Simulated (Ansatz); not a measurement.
# TiGe (model cell, started as NiAs type): from the cell to its phonons

The cell of TiGe (model cell, started as NiAs type) is at rest. What are its phonons? After the zone centre comes a 3×3×1 q mesh on a 12×12×6 k mesh.

Method: DFT PBEsol, scalar-relativistic, plane waves, PAW, in Ansatz 0.2.0.

The structure was built from a prototype and need not be the compound's stable phase.

## Step 1: Starting point

Symmetry: P6_3/mmc, No. 194, hexagonal system. The conventional cell has a = 3.536 Å, b = 3.536 Å, c = 6.417 Å, α = 90.00°, β = 90.00°, γ = 120.00°. Nearest to Ti lie 6 Ge at 2.60 Å. Ge has 6 Ti at 2.60 Å nearest. Farther neighbours are not listed.

Coordinates:

```cif
data_structure
_symmetry_space_group_name_H-M 'P6_3/mmc'
_symmetry_Int_Tables_number 194
_cell_length_a 3.5363
_cell_length_b 3.5363
_cell_length_c 6.4170
_cell_angle_alpha 90.000
_cell_angle_beta 90.000
_cell_angle_gamma 120.000
_cell_volume 69.49
loop_
_atom_site_label
_atom_site_type_symbol
_atom_site_symmetry_multiplicity
_atom_site_Wyckoff_symbol
_atom_site_fract_x
_atom_site_fract_y
_atom_site_fract_z
_atom_site_occupancy
Ti1 Ti 2 a 0.00000 0.00000 0.00000 1
Ge1 Ge 2 c 0.33333 0.66667 0.25000 1
```

## Step 2: Zone-centre response

The cell comes from relaxations at this level that are not shown. The zone centre comes first: it holds the modes that light can see, as far as symmetry allows. No field response is asked, since the mesh shows no gap.

input.yaml reads:

```yaml
crystal:
  lattice:
    - [3.5362769215, -2.8566e-06, 0.0]
    - [-1.7681359868, 3.0625070772, 0.0]
    - [0.0, 0.0, 6.4169503469]
  atoms:
    - { symbol: Ti, position: [0.0, 0.0, 0.0] }
    - { symbol: Ti, position: [0.0, 0.0, 0.5] }
    - { symbol: Ge, position: [0.3333333333, 0.6666666667, 0.25] }
    - { symbol: Ge, position: [0.6666666667, 0.3333333333, 0.75] }
kpoints:
  mp_grid: { grid: [12, 12, 6] }
hamiltonian:
  xc: pbesol
scf:
  occupations: { method: methfessel_paxton, width: 0.15 }
output:
  eigenvalues: true
phonons:
  method: dfpt
```

Launch:

```bash
ansatz run input.yaml --threads 4 --pin off --max-ram 7168MiB --backend cpu --events-out ev --progress --plain --runs-dir out
```

Numbers of over 12 decimals in the logs are rounded to 6 here.

The program printed:

```text
Engine: ansatz 0.2.0, aarch64-unknown-linux-gnu
Pseudopotentials: kind: paw
Pseudopotential: Ti, paw, valence charge 12, recommended cutoff 420 eV (normal), Ti.paw.azcp
Pseudopotential: Ge, paw, valence charge 14, recommended cutoff 420 eV (normal), Ge.paw.azcp
Functional definition: PBEsol
  exchange = pbesol_x
  correlation = pbesol_c
Crystal: 4 atoms, lattice volume = 69.495 Å³
Basis set: ecut = 420 eV, 1335 PW (Γ), exchange–correlation on 48×48×96 points (8 copies of the dense FFT grid, shifted against one another)
Bands: 32, of which v1, the nominal top of the filled ones, is band 26 counted from 1 (25 counted from 0)
Symmetry: 24 space group operations
k-points: 242 of 864 (irreducible under 2 space group operations, time reversal used)
Non-local potential: Ti, projectors of the file, l = 0: 3, l = 1: 2, l = 2: 3, l = 3: 1
Non-local potential: Ge, projectors of the file, l = 0: 2, l = 1: 2, l = 2: 3, l = 3: 1
PAW form: soft (Blöchl's): semilocal exchange-correlation on the pseudo side does not see the compensation charge
PAW frozen core: Ti, regenerated for the run's functional, and the local potential with it (the file was generated under x = pbe(κ = 0.804, μ = 0.219515), c = pbe(β = 0.066725))
PAW frozen core: Ge, regenerated for the run's functional, and the local potential with it (the file was generated under x = pbe(κ = 0.804, μ = 0.219515), c = pbe(β = 0.066725))
PAW one-centre angular grid: Ti, 590 points (default); XC on 64 Gauss nodes
PAW one-centre angular grid: Ge, 590 points (default); XC on 64 Gauss nodes
Initial density: superposition of atomic densities (neutral atoms: chi_scale 0, normalization atom), corrected by the library's trained network
Initial wavefunctions: pseudopotential atomic-orbital guess
Functional: x = pbesol(κ = 0.804, μ = 0.123457), c = pbesol(β = 0.046)
SCF iter   1: F=—  HF=-13456.670828 eV  |F-HF|=—  |Δ(HF+E_count)|=         —  Δρ=9.54e-3  dr2=7.55e-2  ethr=1.77e-3  ⟨swp⟩=5.1  Hψ=26012  notcnv=0
preconditioner: auto → Kerker (q_TF=auto, 2.600 Å⁻¹)  [metal: Δε(μ)=0.015 eV  Ē_g=16.329 eV  σ=0.150 eV  W_gap=0.08  n_scr=22 (ndim 8)  ℏωp=26.7 eV  f_vac=0.000  D(μ)=1.65/eV (n_scr^D=10)]
SCF iter   2: F=—  HF=-13456.656962 eV  |F-HF|=—  |Δ(HF+E_count)|=   1.39e-2  S|Δr|=    0.00e0  Δρ=4.17e-3  dr2=1.54e-2  ethr=1.45e-4  ⟨swp⟩=2.0  Hψ=10854  notcnv=0  defer=64
SCF iter   3: F=—  HF=-13456.653651 eV  |F-HF|=—  |Δ(HF+E_count)|=   3.31e-3  S|Δr|=    0.00e0  Δρ=1.33e-3  dr2=1.90e-3  ethr=2.95e-5  ⟨swp⟩=2.0  Hψ=9243  notcnv=0  defer=64
SCF iter   4: F=—  HF=-13456.653122 eV  |F-HF|=—  |Δ(HF+E_count)|=   5.29e-4  S|Δr|=    0.00e0  Δρ=4.25e-4  dr2=1.39e-4  ethr=3.65e-6  ⟨swp⟩=2.0  Hψ=12044  notcnv=0  defer=64
SCF iter   5: F=—  HF=-13456.653024 eV  |F-HF|=—  |Δ(HF+E_count)|=   9.80e-5  S|Δr|=    0.00e0  Δρ=1.80e-4  dr2=2.06e-5  ethr=2.68e-7  ⟨swp⟩=2.0  Hψ=12043  notcnv=0  defer=64
SCF iter   6: F=—  HF=-13456.653021 eV  |F-HF|=—  |Δ(HF+E_count)|=   2.79e-6  S|Δr|=    0.00e0  Δρ=4.91e-5  dr2=9.85e-7  ethr=3.96e-8  ⟨swp⟩=2.0  Hψ=12044  notcnv=0  defer=64
SCF iter   7: F=—  HF=-13456.653020 eV  |F-HF|=—  |Δ(HF+E_count)|=   1.10e-6  S|Δr|=    0.00e0  Δρ=7.18e-6  dr2=2.48e-8  ethr=1.89e-9  ⟨swp⟩=2.0  Hψ=11928  notcnv=0  defer=64
SCF iter   8: F=—  HF=-13456.653020 eV  |F-HF|=—  |Δ(HF+E_count)|=   9.40e-9  S|Δr|=    0.00e0  Δρ=1.60e-6  dr2=1.93e-9  ethr=4.78e-11  ⟨swp⟩=2.0  Hψ=12525  notcnv=0  defer=64
SCF iter   9: F=—  HF=-13456.653020 eV  |F-HF|=—  |Δ(HF+E_count)|=  3.35e-10  S|Δr|=    0.00e0  Δρ=3.56e-7  dr2=1.21e-10  ethr=3.72e-12  ⟨swp⟩=2.5  Hψ=13738  notcnv=0  defer=64
SCF iter  10: F=-13456.653020 eV  HF=-13456.653020 eV  |F-HF|=0.00e0  |Δ(HF+E_count)|=  1.64e-11  S|Δr|=    0.00e0  Δρ=8.20e-8  dr2=6.34e-12  ethr=1.00e-12  ⟨swp⟩=6.1  Hψ=31002  notcnv=0
SCF 1 converged in 10 iterations: F = -13456.653020 eV  dr2 = 6.34e-12
  greatest PAW one-centre occupation: 0.999 electrons in one spin orbital (limit 2), on the Ti atom at site 1 (counted from 0), in its partial waves of l = 0
DFPT response loops at Γ: preconditioner auto → Kerker (q_TF=auto, 2.600 Å⁻¹) (partly filled bands, converged f_vac=0.000); β = 1.00, the filter's whole step (`scf.mixing.beta` (0.50) is not read by the response loops under this deck's `scf.mixing.preconditioner`; to damp them name `kerker` or `kerker_dos`, under which they read `scf.mixing.beta`, and type it under 1.00, their step now; both keys bind the ground state too); Broyden in place of MSR1
SCF converged after 10 iterations
Stability not checked: this state was not tested for a lower state beside it, because cold or Methfessel-Paxton smearing, or corrected tetrahedra, fill the levels in a way that the test cannot read (fill_not_monotonic; see scf.lower_state_search)
Free energy (F): -13456.653020 eV
Harris-Foulkes:  -13456.653020 eV  (|F-HF|=0.00e0)
Internal energy: -13456.656917 eV  (E = F + TS)
E sigma→0 (E₀):  -13456.653994 eV
Entropy (-TS):   0.003896 eV (0.974 meV/atom)
Fermi energy:    12.239403 eV
Step filling:    the computed levels leave a gap of 0.0064 eV = 0.0 smearing widths at the electron count; against every level under it full and every level over it empty, smearing changes F+E_penalty+E_count by +1.448 meV and its σ→0 estimate by +0.473 meV
--- Per-component energies (eV) ---
  E_band       = -518.757690
  E_kinetic    = 770.567023
  E_local      = -5988.456154  (includes V_loc(G=0)·N_el)
  E_nonlocal   = 858.298133
  E_hartree    = 2591.048542
  E_xc         = -346.069873
  E_vxc        = -376.014269  (∫ρ·V_xc dr)
  E_paw        = -6001.885497  (= ΣΔE_a)
  E_vpaw       = -965.250341  (= ΣTr[D̂ρ^β])
  E_aug_tail   = 0.000772  (compensation charges beyond the density's cutoff)
  E_ewald      = -5342.274504
  E_core_change = 2.114641  (= ΣΔE_core)
  E_smearing   = 0.003896  (= −TS)
  E_closure    = -0.000000  (closes the sum)
  Σ components = -13456.653020   (vs F -13456.653020, Δ=0.00e0)
--- Band table (eV; the first three rows and the last of 242) ---
  k-point 0: bands = [... 22 lower, 11.0236, 11.3066, 12.6569, 12.6569, 12.7576, 12.7576, 13.9480, 13.9480, ... 2 higher]
  k-point 1: bands = [... 22 lower, 11.1043, 11.1630, 12.5043, 12.5043, 12.8110, 12.8110, 13.7886, 13.7886, ... 2 higher]
  k-point 2: bands = [... 22 lower, 11.3391, 11.3391, 12.1300, 12.1300, 12.9647, 12.9647, 13.4896, 13.4896, ... 2 higher]
  k-point 241: bands = [... 22 lower, 10.3600, 10.3600, 10.6790, 10.6790, 12.5901, 12.5901, 14.0519, 14.0519, ... 2 higher]
--- Phonons (Γ-DFPT): 4 representative perturbations + reference, on 242 of 864 k-points (Σ response iterations 13) ---
  k mesh reduced under 2 symmetry operations, with k and −k counted as one. Each operation leaves every solved perturbation unchanged. A smaller set is not used because it would not reduce the number of displacements times k-points to solve
  ASR residual: 8.798e-5 → 0.000e0 eV/Å²; symmetrization residual: 2.105e-4 eV/Å²
  ASR residual per site (eV/Å²): 8.80e-5 8.80e-5 1.36e-5 1.36e-5
  Γ frequencies (cm⁻¹): 0.00 0.00 0.00 156.10 156.10 212.10 212.10 220.59 232.45 232.45 259.19 319.49
  non-analytic LO–TO correction: not included (Born effective charges unavailable; polar crystals: no LO–TO splitting at Γ)
```

The job ended after 73 s (4 threads of Arm Neoverse V2, shared host; peak memory 2.1 GiB).

This step gave:

```
volume per atom                                         : 17.37 Å³
gap on the k-mesh                                       : 0 eV
sum-rule residual before enforcement                    : 8.80e-5 eV/Å²
point group                                             : 6/mmm
highest optical mode at the zone centre (no LO-TO term) : 319.5 cm⁻¹
lowest optical zone-centre mode                         : 156.1 cm⁻¹
```

Patterns of degenerate modes are one choice out of their space. The modes at Γ (shares of kinetic energy by element, %):

```csv
mode,frequency (cm⁻¹),symmetry,Ti %,Ge %
1,0.0,acoustic,40,60
2,0.0,acoustic,40,60
3,0.0,acoustic,40,60
4,156.1,E2g,0,100
5,156.1,E2g,0,100
6,212.1,E2u,100,0
7,212.1,E2u,100,0
8,220.6,B1g,0,100
9,232.4,E1u,60,40
10,232.4,E1u,60,40
11,259.2,B2u,100,0
12,319.5,A2u,60,40
```

Displacements in mode 5 (156.1 cm⁻¹), the largest set to 1:
```
Ti1  0.00  0.00  0.00
Ti2  0.00  0.00  0.00
Ge3  0.09  1.00  0.00
Ge4 -0.09 -1.00  0.00
```

Displacements in mode 10 (232.4 cm⁻¹), the largest set to 1:
```
Ti1  0.00  1.00  0.00
Ti2  0.00  1.00  0.00
Ge3  0.00 -0.66  0.00
Ge4  0.00 -0.66  0.00
```

Before it was imposed, the acoustic sum rule was missed by 8.8e-5 eV/Å². Small misses are needed for a sound result but don't prove that mesh and cutoff are converged. The lowest optical mode is real, 156 cm⁻¹.

## Step 3: Phonons on a q mesh

The mesh has a single point along some directions, so zone-edge points there are not solved. Linear response on a 3×3×1 q mesh gives force constants as far as a supercell of that size would.

input.yaml, as its differences from that of step 2:

```diff
@@ -20 +20,9 @@
   method: dfpt
+  qmesh: [3, 3, 1]
+  temperatures: { t_max: 1000, t_step: 50 }
+  qpath:
+    path:
+      - [[0.0, 0.0, 0.0], [0.5, 0.0, 0.0], [0.33333333, 0.33333333, 0.0], [0.0, 0.0, 0.0], [0.0, 0.0, 0.5], [0.5, 0.0, 0.5], [0.33333333, 0.33333333, 0.5], [0.0, 0.0, 0.5]]
+      - [[0.5, 0.0, 0.5], [0.5, 0.0, 0.0]]
+      - [[0.33333333, 0.33333333, 0.5], [0.33333333, 0.33333333, 0.0]]
+    npoints: 10
```

The program printed:

```text
[...]
Crystal: 4 atoms, lattice volume = 69.495 Å³
Basis set: ecut = 420 eV, 1335 PW (Γ), exchange–correlation on 48×48×96 points (8 copies of the dense FFT grid, shifted against one another)
Bands: 32, of which v1, the nominal top of the filled ones, is band 26 counted from 1 (25 counted from 0)
Symmetry: 24 space group operations
k-points: 76 of 864
[...]
SCF iter   1: F=—  HF=-13456.670839 eV  |F-HF|=—  |Δ(HF+E_count)|=         —  Δρ=9.54e-3  dr2=7.55e-2  ethr=1.77e-3  ⟨swp⟩=5.1  Hψ=8231  notcnv=0
[...]
SCF iter  10: F=-13456.653020 eV  HF=-13456.653020 eV  |F-HF|=3.64e-12  |Δ(HF+E_count)|=  2.36e-11  S|Δr|=    0.00e0  Δρ=8.67e-8  dr2=7.08e-12  ethr=1.00e-12  ⟨swp⟩=6.1  Hψ=9730  notcnv=0
SCF 1 converged in 10 iterations: F = -13456.653020 eV  dr2 = 7.08e-12
[...]
phonons: the bands overlap, so this run is a metal and interpolates without the dipole-dipole term. If the crystal is really an insulator or semiconductor, its LO-TO splitting is missing
NSCF: frozen V_eff on 76 k-points
[...]
DFPT response loops at q = (0, 0, 0) (fractional): preconditioner auto → Kerker (q_TF=auto, 2.600 Å⁻¹) (partly filled bands, converged f_vac=0.000); β = 1.00, the filter's whole step (`scf.mixing.beta` (0.50) is not read by the response loops under this deck's `scf.mixing.preconditioner`; to damp them name `kerker` or `kerker_dos`, under which they read `scf.mixing.beta`, and type it under 1.00, their step now; both keys bind the ground state too); Broyden in place of MSR1
[...]
SCF converged after 10 iterations
[...]
Free energy (F): -13456.653020 eV
[...]
Internal energy: -13456.656917 eV  (E = F + TS)
E sigma→0 (E₀):  -13456.653994 eV
Entropy (-TS):   0.003896 eV (0.974 meV/atom)
Fermi energy:    12.239403 eV
[...]
--- Band table (eV; the first three rows and the last of 76) ---
  k-point 0: bands = [... 22 lower, 11.0236, 11.3066, 12.6569, 12.6569, 12.7576, 12.7576, 13.9480, 13.9480, ... 2 higher]
  k-point 1: bands = [... 22 lower, 11.1043, 11.1630, 12.5043, 12.5043, 12.8110, 12.8110, 13.7886, 13.7886, ... 2 higher]
  k-point 2: bands = [... 22 lower, 11.3391, 11.3391, 12.1300, 12.1300, 12.9647, 12.9647, 13.4896, 13.4896, ... 2 higher]
  k-point 75: bands = [... 22 lower, 9.6564, 9.6564, 10.5686, 10.5686, 12.7147, 12.7147, 14.0404, 14.0404, ... 2 higher]
--- Phonons (Γ-DFPT): 4 representative perturbations + reference (Σ response iterations 13) ---
  ASR residual: 2.177e-5 → 0.000e0 eV/Å²; symmetrization residual: 8.677e-6 eV/Å²
  ASR residual per site (eV/Å²): 2.18e-5 2.18e-5 1.79e-5 1.79e-5
[...]
--- Phonons (arbitrary-q DFPT): 3 irreducible q on the 3×3×1 mesh ---
  q = [0.0000, 0.0000, 0.0000] (star 1, of the zone-centre solve; hermiticity 8.10e-7, symmetrization 3.64e-7): -0.00 0.00 0.00 156.10 156.10 212.10 212.10 220.59 232.45 232.45 259.19 319.49
  q = [0.0000, 0.3333, 0.0000] (star 6, 6 solved perturbations in 3660 linear systems a pass and spin channel, the states on 864 of 864 k-point pairs; hermiticity 2.13e-6, symmetrization 7.39e-7): 80.73 117.55 126.29 165.67 166.04 166.22 206.01 251.87 254.26 264.36 271.75 304.98
[...]
sum rule: each row above includes the acoustic sum rule's correction from the zone centre's row sums; it moved no ω² by more than (0.35 cm⁻¹)²
  mesh force constants: q→R imaginary residual 0.00e0; ASR residual 2.177e-5 → 0.000e0 eV/Å²; symmetrization residual 1.066e-14 eV/Å²
  interpolated dispersion: 93 rows × 12 modes
  density of states and harmonic sums: on the 21×21×10 q-mesh, interpolated from the force constants of a 3×3×1 supercell (no non-analytic term)
  largest difference from the sums on the solved wave vectors: F 7.35e-2 eV, S 1.02e-4 and C_V 2.87e-5 eV/K
  zero-point energy: 0.146524 eV/cell   skipped modes (ω ≤ 0): 3   left out of the sums: 5.67e-5 of the cell's modes: C_V's classical limit lies that fraction below 3 k_B per atom; for a crystal, a wire or a layer, F and S can be off by more, and a phonons.interpolated_qmesh denser along its periods is the remedy for the sampling
```

It took 7.6 min on 4 threads; peak memory 4.1 GiB; 29 min of CPU time.

This step gave:

- sum-rule residual before enforcement: 2.18e-5 eV/Å²
- lowest mode on the q mesh (acoustic modes at Γ apart): 80.73 cm⁻¹
- highest frequency at a solved wavevector (no LO-TO term at Γ): 319.5 cm⁻¹

Frequencies (cm⁻¹) solved at each irreducible wavevector; negative means imaginary. Frequencies by wavevector, by row:

```csv
q in reciprocal lattice units,star,mode 1,mode 2,mode 3,mode 4,mode 10,mode 11,mode 12
0 0 0,1,0,0,0,156.1,232.4,259.2,319.5
0 0.3333 0,6,80.7,117.5,126.3,165.7,264.4,271.8,305
0.3333 0.3333 0,2,104,122.8,122.8,152.8,268.7,276.9,276.9
```

Symmetry leaves 3 wavevectors to solve. The lowest mode among them, the acoustic zeros apart, lies at q = (0, 0.333, 0) and is real, 80.7 cm⁻¹.

## Step 4: Another isotope, element Ge, natural mass 72.63 amu

An isotope changes the mass and not the force constants, so no new electronic calculation is needed; the shifts show which modes move this element.

The same force constants with the mass of Ge changed from 72.630 to 75.921 u (phonopy, no LO-TO term). Both lists are sorted by frequency; levels can cross, so a row need not hold one and the same mode. Modes under 3 cm⁻¹ are left out. Isotope shifts, by row:

```csv
q,rank,natural mass (cm⁻¹),changed mass (cm⁻¹)
0 0 0,4,156.1,152.7
0 0 0,5,156.1,152.7
0 0 0,6,212.1,212.1
0 0 0,7,212.1,212.1
0 0 0,8,220.6,215.8
0 0 0,9,232.4,230.4
0 0 0,10,232.4,230.4
0 0 0,11,259.2,259.2
0 0 0,12,319.5,316.7
0 0.3333 0,1,80.73,79.57
0 0.3333 0,2,117.5,115.7
0 0.3333 0,3,126.3,124.5
0 0.3333 0,4,165.7,162.6
0 0.3333 0,5,166,162.6
0 0.3333 0,6,166.2,163.6
0 0.3333 0,7,206,206
0 0.3333 0,8,251.9,251.1
0 0.3333 0,9,254.3,252.3
0 0.3333 0,10,264.4,262.4
0 0.3333 0,11,271.8,270.1
0 0.3333 0,12,305,302.6
0.3333 0.3333 0,1,104,102.4
0.3333 0.3333 0,2,122.8,120.7
0.3333 0.3333 0,3,122.8,120.7
0.3333 0.3333 0,4,152.8,150.5
0.3333 0.3333 0,5,152.8,150.5
0.3333 0.3333 0,6,191.9,187.7
0.3333 0.3333 0,7,237.7,237.7
0.3333 0.3333 0,8,266.5,265.1
0.3333 0.3333 0,9,266.5,265.1
0.3333 0.3333 0,10,268.7,266.7
0.3333 0.3333 0,11,276.9,274.9
0.3333 0.3333 0,12,276.9,274.9
```

A mode of this element alone would shift by -2.19 %. The highest zone-centre frequency without the field goes from 319.5 to 316.7 cm⁻¹ (-0.9 %). The product of the frequency ratios over all optical modes at Γ is 0.912; the product rule, (m/m′)^(3k/2) (M′/M)^(3/2) with k = 2 such atoms and M the mass of the cell, gives 0.912.

## Step 5: Another isotope, element Ti, natural mass 47.867 amu

The same for Ti, from 47.87 to 49.94 u.

The same force constants with the mass of Ti changed from 47.867 to 49.945 u (phonopy, no LO-TO term). Both lists are sorted by frequency; levels can cross, so a row need not hold one and the same mode. Modes under 3 cm⁻¹ are left out. Isotope shifts, by row:

```csv
q,rank,natural mass (cm⁻¹),changed mass (cm⁻¹)
0 0 0,4,156.1,156.1
0 0 0,5,156.1,156.1
0 0 0,6,212.1,207.6
0 0 0,7,212.1,207.6
0 0 0,8,220.6,220.6
0 0 0,9,232.4,229.5
0 0 0,10,232.4,229.5
0 0 0,11,259.2,253.7
0 0 0,12,319.5,315.4
0 0.3333 0,1,80.73,80.13
0 0.3333 0,2,117.5,116.8
0 0.3333 0,3,126.3,125.3
0 0.3333 0,4,165.7,164.8
0 0.3333 0,5,166,165.1
0 0.3333 0,6,166.2,166.2
0 0.3333 0,7,206,201.7
0 0.3333 0,8,251.9,247.4
0 0.3333 0,9,254.3,250.8
0 0.3333 0,10,264.4,260.8
0 0.3333 0,11,271.8,267.7
0 0.3333 0,12,305,300.9
0.3333 0.3333 0,1,104,103.2
0.3333 0.3333 0,2,122.8,122.1
0.3333 0.3333 0,3,122.8,122.1
0.3333 0.3333 0,4,152.8,151.7
0.3333 0.3333 0,5,152.8,151.7
0.3333 0.3333 0,6,191.9,191.9
0.3333 0.3333 0,7,237.7,232.7
0.3333 0.3333 0,8,266.5,262.3
0.3333 0.3333 0,9,266.5,262.3
0.3333 0.3333 0,10,268.7,265
0.3333 0.3333 0,11,276.9,273
0.3333 0.3333 0,12,276.9,273
```

A mode of this element alone would shift by -2.10 %. The highest zone-centre frequency without the field goes from 319.5 to 315.4 cm⁻¹ (-1.3 %). The product of the frequency ratios over all optical modes at Γ is 0.903; the product rule, (m/m′)^(3k/2) (M′/M)^(3/2) with k = 2 such atoms and M the mass of the cell, gives 0.903.

## Step 6: Results

```json
{
  "space group (within 0.01 Å)": "P6_3/mmc",
  "volume per atom": "17.4 Å³",
  "electronic character": "no gap on this mesh",
  "highest optical mode at the zone centre (no LO-TO term)": "319 cm⁻¹",
  "lowest optical zone-centre mode": "156 cm⁻¹",
  "lowest mode on the q mesh (acoustic modes at Γ apart)": "80.7 cm⁻¹",
  "imaginary modes on the 3×3×1 q mesh": "none"
}
```

The structure is a minimum as far as tested: no mode is imaginary at the 3 irreducible wavevectors of the 3×3×1 mesh, and the softest away from the acoustic zeros lies at 81 cm⁻¹. The optical modes at Γ span 156 to 319 cm⁻¹. The q mesh is too sparse to interpolate, so only the solved wavevectors are given. With no gap, or one that is small against the smearing, the frequencies hang on the k mesh and the smearing, most of all near Kohn anomalies. The starting cell was built on a prototype and not taken from a measurement, so the phase need not exist. These are harmonic frequencies at zero temperature: anharmonic shifts, linewidths and thermal expansion are left out.

[Logs are printed without paths, hosts, clocks, repeated set-up lines and the standing remarks that a program may print on its own settings, such as how far it seeks lower states.]

[Hosts, paths, dates, database ids (printed as entryN), source tags and the programs' standing remarks are cut or masked in the printed files.]
